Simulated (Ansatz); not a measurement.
# Al(111) slab, 5 layers: phonons and vibrational spectra

How does Al(111) slab, 5 layers vibrate, and is this structure a minimum?

Main program and level: Ansatz 0.2.0; DFT LDA, scalar-relativistic, plane waves, PAW.

Report form: the programs' logs are mostly left out.

### 1. Set-up

The cell holds 5 atoms: 5 Al. Its edges and angles: a = 2.857 Å, b = 2.857 Å, c = 22.330 Å, α = 90.0°, β = 90.0°, γ = 120.0°. Vacuum lies along c.

### 2. Relaxation

Harmonic phonons are second derivatives at a point where the forces vanish, and they are wanted at zero stress, so atoms and cell are relaxed first.

The program solves this slab on a cell height of its own, 42.5 Å, in place of the one typed.

input.yaml

```yaml
crystal:
  lattice:
    - [2.85671, 0.0, 0.0]
    - [-1.42836, 2.47398, 0.0]
    - [0.0, 0.0, 22.32998]
  atoms:
    - { symbol: Al, position: [0.0, 0.0, 0.291088] }
    - { symbol: Al, position: [0.333333, 0.666667, 0.395544] }
    - { symbol: Al, position: [0.666667, 0.333333, 0.5] }
    - { symbol: Al, position: [0.0, 0.0, 0.604456] }
    - { symbol: Al, position: [0.333333, 0.666667, 0.708912] }
  periodic: [true, true, false]
kpoints:
  mp_grid: { grid: [12, 12, 1] }
hamiltonian:
  xc: lda
scf:
  occupations: { method: gaussian, width: 0.1 }
output:
  forces: true
  stress: true
  eigenvalues: true
  write_density: true
  write_potential: true
  elf: true
  volumetric_format: npy
relax:
  adjacent_minimum: "off"
  f_tol: 0.005
  max_steps: 80
  cell: { stress_2d_tol: 0.02 }
```

Run with:

```
$ ansatz run input.yaml --threads 8 --pin off --max-ram 14336MiB --backend cpu --events-out ev --progress --plain --runs-dir out
```

It took 7.4 s on 8 threads of Intel Xeon Platinum 8488C (Sapphire Rapids), shared host; peak memory 0.7 GiB.

The steps of the relaxation:

| step | energy less that of the first step (eV) | largest force component (eV/Å) | volume (Å³) |
| --- | --- | --- | --- |
| 1 | 0.0000 | 0.0846 | 300.08 |
| 2 | -0.1035 | 0.0864 | 282.84 |
| 3 | -0.1092 | 0.0342 | 279.74 |
| 4 | -0.1102 | 0.0318 | 282.17 |
| 5 | -0.1109 | 0.0020 | 281.35 |
| 6 | -0.1109 | 0.0004 | 281.45 |
| 7* | -0.1095 | 0.0003 | 281.45 |
| 8 | -0.1095 | 0.0001 | 281.32 |
| 9* | -0.1095 | 0.0001 | 281.32 |

Relaxation steps marked * repeat the geometry before them on a plane-wave basis chosen anew for their cell, so energy and pressure can jump there.

The run keeps the 12 symmetry operations that it works with, so distortions that break them were not tested.

| cell as run | before | after | change |
| --- | --- | --- | --- |
| a (Å) | 2.857 | 2.766 | -3.2 % |
| b (Å) | 2.857 | 2.766 | -3.2 % |

The atoms that moved most (Å, along periodic axes as changes of fractional coordinates times the final cell, across vacuum about the mean position):

| atom | dx | dy | dz | length |
| --- | --- | --- | --- | --- |
| Al5 | 0.000 | 0.000 | 0.030 | 0.030 |
| Al1 | 0.000 | 0.000 | -0.030 | 0.030 |
| Al2 | 0.000 | 0.000 | -0.010 | 0.010 |
| Al4 | 0.000 | 0.000 | 0.010 | 0.010 |

The relaxed structure:

```xyz
5
Lattice="2.7659 0.0000 0.0000 -1.3830 2.3954 0.0000 0.0000 0.0000 42.4600" Properties=species:S:1:pos:R:3
Al    0.0000    0.0000    6.4704
Al    0.0000    1.5969    8.8220
Al    1.3830    0.7985   11.1650
Al    0.0000    0.0000   13.5080
Al    0.0000    1.5969   15.8596
```

This step gave:

```
gap on the k-mesh : 0 eV
area per atom     : 1.325 Å²
```

Valence density in the ac plane at fractional y = 0.667, with atoms of Al within 0.2 Å of it. It is the smooth field of the valence electrons, not physical close to the nuclei.

Ten even steps from '0' (0.00 e/Å³) to '9' (0.22 e/Å³), each cell a mean:
```
00000000000000
00000000000000
00000000000000
00000000000000
00000000000000
00000000000000
00000000000000
00000000000000
00000000000000
00000000000000
00000000000000
00000000000000
00000000000000
00000000000000
66544445566556
99887778999889
99988888999999
99988889999999
99877778999989
99887778999889
88877777888888
00000000000000
00000000000000
00000000000000
```
Columns run along a (2.8 Å), rows up along c (42.5 Å). Atoms in or near the plane, at fractional coordinates: Al at (0.33, 0.21), Al at (0.33, 0.37).

ELF in the ac plane at fractional y = 0.667, with atoms of Al within 0.2 Å of it. It is the smooth field of the valence electrons, not physical close to the nuclei.

Ten even steps from '0' (0.00) to '9' (0.66), each cell a mean:
```
00000000000000
00000000000000
00000000000000
00000000000000
00000000000000
00000000000000
00000000000000
00000000000000
00000000000000
00000000000000
00000000000000
00000000000000
00000000000000
11111111110000
98656656899888
87666666788778
88776677888888
88877777888888
87655555788878
87665556788778
99988889999999
22211112222222
00000000000000
00000000000000
```
Columns run along a (2.8 Å), rows up along c (42.5 Å). Atoms in or near the plane, at fractional coordinates: Al at (0.33, 0.21), Al at (0.33, 0.37).

Electrostatic potential energy in the ac plane at fractional y = 0.667, with atoms of Al within 0.2 Å of it. With pseudopotentials it is smooth inside the atoms' cores, unlike the true potential.

Ten even steps from '0' (-14 eV) to '9' (0 eV), each cell a mean:
```
99999999999999
99999999999999
99999999999999
99999999999999
99999999999999
99999999999999
99999999999999
99999999999999
99999999999999
99999999999999
99999999999999
99999999999999
99999999999999
99999999999999
53112221246777
42112221235565
24677776531000
24677776421000
32112211135665
42222221235555
24677776531001
99999999999999
99999999999999
99999999999999
```
Columns run along a (2.8 Å; values clipped at the 3rd and 97th percentile), rows up along c (42.5 Å). Atoms in or near the plane, at fractional coordinates: Al at (0.33, 0.21), Al at (0.33, 0.37).

### 3. Relaxing to small forces for the phonons

Phonons need a cell at rest on their own settings, so the relaxation is repeated with tight tolerances on forces and stress on the k mesh and occupations of the first response run.

input.yaml, the sections that differ from step 2:

```yaml
crystal:
  lattice:
    - [2.7659423349, 2.795e-06, 0.0]
    - [-1.382973588, 2.3953749299, 0.0]
    - [0.0, 0.0, 42.460003127]
  atoms:
    - { symbol: Al, position: [0.0, 0.0, 0.1523886527] }
    - { symbol: Al, position: [0.3333333333, 0.6666666667, 0.2077724959] }
    - { symbol: Al, position: [0.6666666667, 0.3333333333, 0.262953113] }
    - { symbol: Al, position: [0.0, 0.0, 0.3181337301] }
    - { symbol: Al, position: [0.3333333333, 0.6666666667, 0.3735175733] }
  periodic: [true, true, false]
scf:
  occupations: { method: methfessel_paxton, width: 0.15 }
relax:
  adjacent_minimum: "off"
  f_tol: 0.001
  max_steps: 60
  cell: { stress_2d_tol: 0.002 }
# kpoints, hamiltonian, output: as in step 2
```

The job ended after 2 s (8 threads; peak memory 0.72 GiB; 13 s of CPU time).

Little changed from the start: no atom moved by 0.005 Å and no cell edge by 0.1 %.

Valence density in the ac plane at fractional y = 0.667, with atoms of Al within 0.2 Å of it. It is the smooth field of the valence electrons, not physical close to the nuclei.

Values in e/Å³, 24 rows by 14 columns, each cell a mean:
```
0.00 0.00 0.00 0.00 0.00 0.00 0.00 0.00 0.00 0.00 0.00 0.00 0.00 0.00
0.00 0.00 0.00 0.00 0.00 0.00 0.00 0.00 0.00 0.00 0.00 0.00 0.00 0.00
0.00 0.00 0.00 0.00 0.00 0.00 0.00 0.00 0.00 0.00 0.00 0.00 0.00 0.00
0.00 0.00 0.00 0.00 0.00 0.00 0.00 0.00 0.00 0.00 0.00 0.00 0.00 0.00
0.00 0.00 0.00 0.00 0.00 0.00 0.00 0.00 0.00 0.00 0.00 0.00 0.00 0.00
0.00 0.00 0.00 0.00 0.00 0.00 0.00 0.00 0.00 0.00 0.00 0.00 0.00 0.00
0.00 0.00 0.00 0.00 0.00 0.00 0.00 0.00 0.00 0.00 0.00 0.00 0.00 0.00
0.00 0.00 0.00 0.00 0.00 0.00 0.00 0.00 0.00 0.00 0.00 0.00 0.00 0.00
0.00 0.00 0.00 0.00 0.00 0.00 0.00 0.00 0.00 0.00 0.00 0.00 0.00 0.00
0.00 0.00 0.00 0.00 0.00 0.00 0.00 0.00 0.00 0.00 0.00 0.00 0.00 0.00
0.00 0.00 0.00 0.00 0.00 0.00 0.00 0.00 0.00 0.00 0.00 0.00 0.00 0.00
0.00 0.00 0.00 0.00 0.00 0.00 0.00 0.00 0.00 0.00 0.00 0.00 0.00 0.00
0.00 0.00 0.00 0.00 0.00 0.00 0.00 0.00 0.00 0.00 0.00 0.00 0.00 0.00
0.01 0.01 0.01 0.01 0.01 0.01 0.01 0.01 0.01 0.01 0.01 0.01 0.01 0.01
0.14 0.13 0.12 0.10 0.09 0.09 0.10 0.11 0.13 0.14 0.14 0.13 0.13 0.13
0.20 0.20 0.19 0.18 0.17 0.17 0.17 0.18 0.20 0.20 0.20 0.19 0.19 0.20
0.21 0.21 0.19 0.18 0.18 0.17 0.18 0.19 0.20 0.21 0.22 0.21 0.21 0.21
0.22 0.21 0.20 0.19 0.18 0.18 0.18 0.19 0.21 0.21 0.21 0.21 0.21 0.22
0.21 0.20 0.18 0.17 0.16 0.16 0.16 0.18 0.20 0.21 0.20 0.20 0.19 0.20
0.20 0.20 0.19 0.17 0.17 0.17 0.17 0.18 0.20 0.20 0.20 0.19 0.19 0.20
0.18 0.18 0.18 0.17 0.16 0.16 0.16 0.17 0.18 0.19 0.19 0.18 0.18 0.18
0.02 0.02 0.02 0.02 0.02 0.02 0.02 0.02 0.02 0.02 0.02 0.02 0.02 0.02
0.00 0.00 0.00 0.00 0.00 0.00 0.00 0.00 0.00 0.00 0.00 0.00 0.00 0.00
0.00 0.00 0.00 0.00 0.00 0.00 0.00 0.00 0.00 0.00 0.00 0.00 0.00 0.00
```
Columns run along a (2.8 Å), rows up along c (42.5 Å). Atoms in or near the plane, at fractional coordinates: Al at (0.33, 0.21), Al at (0.33, 0.37).

Electrostatic potential energy in the ac plane at fractional y = 0.667, with atoms of Al within 0.2 Å of it. With pseudopotentials it is smooth inside the atoms' cores, unlike the true potential.

Values in eV, 24 rows by 14 columns, each cell a mean:
```
  0   0   0   0   0   0   0   0   0   0   0   0   0   0
  0   0   0   0   0   0   0   0   0   0   0   0   0   0
  0   0   0   0   0   0   0   0   0   0   0   0   0   0
  0   0   0   0   0   0   0   0   0   0   0   0   0   0
  0   0   0   0   0   0   0   0   0   0   0   0   0   0
  0   0   0   0   0   0   0   0   0   0   0   0   0   0
  0   0   0   0   0   0   0   0   0   0   0   0   0   0
  0   0   0   0   0   0   0   0   0   0   0   0   0   0
  0   0   0   0   0   0   0   0   0   0   0   0   0   0
  0   0   0   0   0   0   0   0   0   0   0   0   0   0
  0   0   0   0   0   0   0   0   0   0   0   0   0   0
  0   0   0   0   0   0   0   0   0   0   0   0   0   0
  0   0   0   0   0   0   0   0   0   0   0   0   0   0
  0   0   0   0   0   0   0   0   0   0   0   0   0   0
 -7 -10 -12 -12 -11 -11 -11 -12 -11  -8  -5  -3  -3  -4
 -8 -10 -12 -11 -11 -11 -11 -12 -11  -9  -7  -6  -6  -6
-11  -8  -6  -4  -3  -3  -4  -5  -7  -9 -12 -14 -14 -13
-11  -8  -6  -4  -3  -3  -4  -5  -7 -10 -13 -14 -14 -13
 -9 -11 -12 -12 -11 -11 -12 -13 -12 -10  -7  -6  -5  -6
 -8 -10 -11 -11 -11 -11 -11 -11 -11  -9  -7  -6  -6  -6
-10  -8  -5  -4  -3  -3  -4  -5  -6  -9 -12 -13 -13 -12
 -1   0   0   0   0   0   0   0   0  -1  -1  -1  -1  -1
  0   0   0   0   0   0   0   0   0   0   0   0   0   0
  0   0   0   0   0   0   0   0   0   0   0   0   0   0
```
Columns run along a (2.8 Å; values clipped at the 3rd and 97th percentile), rows up along c (42.5 Å). Atoms in or near the plane, at fractional coordinates: Al at (0.33, 0.21), Al at (0.33, 0.37).

ELF in the ac plane at fractional y = 0.667, with atoms of Al within 0.2 Å of it. It is the smooth field of the valence electrons, not physical close to the nuclei.

Ten even steps from '0' (0.00) to '9' (0.66), each cell a mean:
```
00000000000000
00000000000000
00000000000000
00000000000000
00000000000000
00000000000000
00000000000000
00000000000000
00000000000000
00000000000000
00000000000000
00000000000000
00000000000000
11111111110000
98656656899888
87666666788778
88776677888888
88877777888888
87655555788878
87665556788778
99988889999999
22211112222222
00000000000000
00000000000000
```
Columns run along a (2.8 Å), rows up along c (42.5 Å). Atoms in or near the plane, at fractional coordinates: Al at (0.33, 0.21), Al at (0.33, 0.37).

The largest force component left is 0.96 meV/Å, within the tolerances set.

### 4. Linear response at the zone centre

The zone centre comes first: it holds the modes that light can see, as far as symmetry allows. No field response is asked, since the mesh shows no gap.

input.yaml: that of step 3 with these lines changed.

```diff
@@ -19,13 +19,4 @@
 output:
-  forces: true
-  stress: true
   eigenvalues: true
-  write_density: true
-  write_potential: true
-  elf: true
-  volumetric_format: npy
-relax:
-  adjacent_minimum: "off"
-  f_tol: 0.001
-  max_steps: 60
-  cell: { stress_2d_tol: 0.002 }
+phonons:
+  method: dfpt
```

Elapsed: 15 s, on 8 threads; peak memory 1.1 GiB.

Numbers from this step:

```yaml
sum_rule_residual_before_enforcement: 1.13e-5 eV/Å²
point_group: -3m
highest_optical_mode_at_the_zone_centre_no_lo_to_term: 299.9 cm⁻¹
lowest_optical_zone_centre_mode: 43.29 cm⁻¹
```

Patterns of degenerate modes are one choice out of their space. Modes at Γ:

| mode | frequency (cm⁻¹) | symmetry |
| --- | --- | --- |
| 1 | 0.0 | acoustic |
| 2 | 0.0 | acoustic |
| 3 | 0.0 | acoustic |
| 4 | 43.3 | Eg |
| 5 | 43.3 | Eg |
| 6 | 86.3 | Eu |
| 7 | 86.3 | Eu |
| 8 | 115.1 | Eg |
| 9 | 115.1 | Eg |
| 10 | 116.1 | A1g |
| 11 | 133.0 | Eu |
| 12 | 133.0 | Eu |
| 13 | 185.0 | A2u |
| 14 | 266.1 | A1g |
| 15 | 299.9 | A2u |

Displacements in mode 5 (43.3 cm⁻¹), the largest set to 1:
```
Al1 -1.00 -0.13  0.00
Al2 -0.56 -0.07  0.00
Al3  0.00  0.00  0.00
Al4  0.56  0.07  0.00
Al5  1.00  0.13  0.00
```

Displacements in mode 15 (299.9 cm⁻¹), the largest set to 1:
```
Al1  0.00  0.00  0.32
Al2  0.00  0.00 -0.82
Al3  0.00  0.00  1.00
Al4  0.00  0.00 -0.82
Al5  0.00  0.00  0.32
```

Before it was imposed, the acoustic sum rule was missed by 1.1e-5 eV/Å². Small misses are needed for a sound result but don't prove that mesh and cutoff are converged. The lowest optical mode is real, 43.3 cm⁻¹.

### 5. The dispersion

Stability and thermal properties need the whole zone. Linear response on a 3×3×1 q mesh gives force constants as far as a supercell of that size would.

input.yaml: that of step 4 with these lines changed.

```diff
@@ -22 +22,10 @@
   method: dfpt
+  qmesh: [3, 3, 1]
+  temperatures: { t_max: 1000, t_step: 50 }
+  qpath:
+    path:
+      - [0.0, 0.0, 0.0]
+      - [0.5, 0.0, 0.0]
+      - [0.33333333, 0.33333333, 0.0]
+      - [0.0, 0.0, 0.0]
+    npoints: 10
```

Elapsed: 94 s, on 8 threads; peak memory 1.6 GiB; 11 min of CPU time.

Numbers from this step:

```
sum-rule residual before enforcement                    : 1.80e-5 eV/Å²
lowest frequency on the path                            : -8.977 cm⁻¹
highest frequency on the path or at a solved wavevector : 350.7 cm⁻¹
lowest mode on the q mesh (acoustic modes at Γ apart)   : 43.29 cm⁻¹
```

Frequencies (cm⁻¹) solved at each irreducible wavevector; negative means imaginary. Frequencies by wavevector, by row:

| q in reciprocal lattice units | star | mode 1 | mode 2 | mode 3 | mode 4 | mode 13 | mode 14 | mode 15 |
| --- | --- | --- | --- | --- | --- | --- | --- | --- |
| 0 0 0 | 1 | 0 | 0 | 0 | 43.3 | 185 | 266.1 | 299.9 |
| 0 0.3333 0 | 6 | 116.7 | 129.7 | 146.5 | 149.1 | 291.6 | 302.7 | 318.6 |
| 0.3333 0.3333 0 | 2 | 157.6 | 157.6 | 185 | 191.7 | 306.7 | 313.1 | 313.1 |

Interpolated from a 3×3×1 q mesh, rough between the solved points. Phonon branches along the path, in cm⁻¹:

| point | branch 1 | branch 2 | branch 3 | branch 4 | branch 12 | branch 13 | branch 14 | branch 15 |
| --- | --- | --- | --- | --- | --- | --- | --- | --- |
| Γ | 0 | 0 | 0 | 43 | 133 | 185 | 266 | 300 |
| halfway | 95 | 110 | 116 | 121 | 242 | 261 | 279 | 288 |
| M | 140 | 152 | 175 | 176 | 321 | 334 | 339 | 351 |
| halfway | 147 | 153 | 174 | 197 | 312 | 323 | 328 | 341 |
| K | 158 | 158 | 185 | 192 | 292 | 307 | 313 | 313 |
| halfway | 107 | 113 | 146 | 147 | 257 | 273 | 281 | 292 |
| Γ | 0 | 0 | 0 | 43 | 133 | 185 | 266 | 300 |

Tetrahedra on a 27×27×1 mesh, mean over bins of 5 cm-1. Interpolated from a 3×3×1 q mesh, rough between the solved points. Table of phonon density of states by wavenumber; read off at these points:

| wavenumber (cm⁻¹) | phonon density of states (1/cm⁻¹/cell) |
| --- | --- |
| -12 | 3.3e-4 |
| 2 | 6.2e-4 |
| 22 | 0.00194 |
| 38 | 0.00338 |
| 58 | 0.00739 |
| 72 | 0.00949 |
| 92 | 0.0191 |
| 108 | 0.0336 |
| 128 | 0.0467 |
| 142 | 0.0722 |
| 152 | 0.0973 |
| 162 | 0.0661 |
| 172 | 0.0901 |
| 178 | 0.0695 |
| 192 | 0.111 |
| 198 | 0.0712 |
| 208 | 0.105 |
| 212 | 0.0825 |
| 232 | 0.0409 |
| 248 | 0.0559 |
| 268 | 0.0536 |
| 282 | 0.0471 |
| 302 | 0.0652 |
| 318 | 0.0855 |
| 338 | 0.0223 |
| 352 | 0.00143 |

Symmetry leaves 3 wavevectors to solve. The lowest mode among them, the acoustic zeros apart, lies at Γ and is real, 43.3 cm⁻¹. Between them the interpolated path dips to 9i cm⁻¹.

### 6. What came out

```
space group after relaxation (within 0.01 Å)            : P-3m1
area per atom                                           : 1.32 Å²
electronic character                                    : no gap on this mesh
highest optical mode at the zone centre (no LO-TO term) : 300 cm⁻¹
lowest optical zone-centre mode                         : 43.3 cm⁻¹
lowest mode on the q mesh (acoustic modes at Γ apart)   : 43.3 cm⁻¹
highest frequency on the path or at a solved wavevector : 351 cm⁻¹
imaginary modes on the 3×3×1 q mesh                     : none
```

**Reading.** No mode is imaginary at the 3 irreducible wavevectors solved, but between them the interpolated path dips to 9.0i cm⁻¹, so stability is not settled. The optical modes at Γ span 43 to 300 cm⁻¹. The q mesh stands for a supercell only 8.3 Å across, so branches between the solved wavevectors are rough. With no gap, or one that is small against the smearing, the frequencies hang on the k mesh and the smearing, most of all near Kohn anomalies. In a sheet or slab the interpolated bending branch near Γ is rough, since the rotational sum rule isn't imposed. The starting cell was built on a prototype and not taken from a measurement. These are harmonic frequencies at zero temperature: anharmonic shifts, linewidths and thermal expansion are left out.

[Logs are printed without paths, hosts, clocks, repeated set-up lines and the standing remarks that a program may print on its own settings, such as how far it seeks lower states.]

[Hosts, paths, dates, database ids (printed as entryN), source tags and the programs' standing remarks are cut or masked in the printed files.]
